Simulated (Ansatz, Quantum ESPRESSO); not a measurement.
## MoSi2 [001], C11b: uniaxial strain and lateral response

The c axis is held at a set length while the cell relaxes sideways. How do the lateral strain and the stress follow? The strained cell has c along the load; unstrained it is a = 3.1903 Å, b = 3.1903 Å, c = 7.8210 Å, α = 90.00°, β = 90.00°, γ = 90.00°, with 6 atoms.

Calculated with Ansatz 0.2.0, PBEsol, PAW files of the set soft_1, cutoff 600 eV, Fermi–Dirac smearing 0.05 eV, k-mesh 14×14×6, no spin polarisation, no spin-orbit coupling.

Relaxed positions at 0 %:

```
atom       x       y       z
  Mo  0.0000  0.0000  0.0000
  Mo  0.5000  0.5000  0.5000
  Si  0.0000  0.0000  0.3351
  Si  0.0000  0.0000  0.6649
  Si  0.5000  0.5000  0.8351
  Si  0.5000  0.5000  0.1649
```

```
ε_c (%)   a (Å)   c (Å)  ε_a (%)  σ (GPa, tension positive)
     −3  3.2081  7.5863    0.560                     −16.52
     −2  3.2020  7.6646    0.369                     −10.56
     −1  3.1961  7.7428    0.182                      −5.06
      0  3.1903  7.8210    0.001                       0.02
      1  3.1846  7.8992   −0.177                       4.67
      3  3.1736  8.0556   −0.523                      12.81
```

**Question.** Fit both responses and give the free strain and the stress at +2 %, a row left out above.

Least squares with y = y0 + y1 ε + y2 ε² (ε in %) gives ε_a = 0.001 + (−0.1804) ε + (0.0020) ε² and σ = 0.02 + (4.884) ε + (−0.208) ε² GPa. The linear terms put the ratio of free to applied strain at −0.180 and the Young modulus at 488 GPa.

At +2 % the free strain comes out as −0.352 %. The run itself gives −0.352 %, so the estimate misses by 0.000 %, a rounding's worth.

The stress comes out as 8.96 GPa. The run itself gives 8.94 GPa, so the estimate misses by 0.02 GPa; the fitted rows themselves lie up to 0.03 GPa off the law.

The negative ε² term means that the crystal stiffens in compression and softens in tension.

The same fit over all rows at other levels or in other programs gives the strain ratio = −0.179 with PBEsol (Quantum ESPRESSO, GBRV) and −0.178 with PBEsol (Quantum ESPRESSO, PseudoDojo).

[Logs are printed without paths, hosts, clocks, repeated set-up lines and the standing remarks that a program may print on its own settings, such as how far it seeks lower states.]
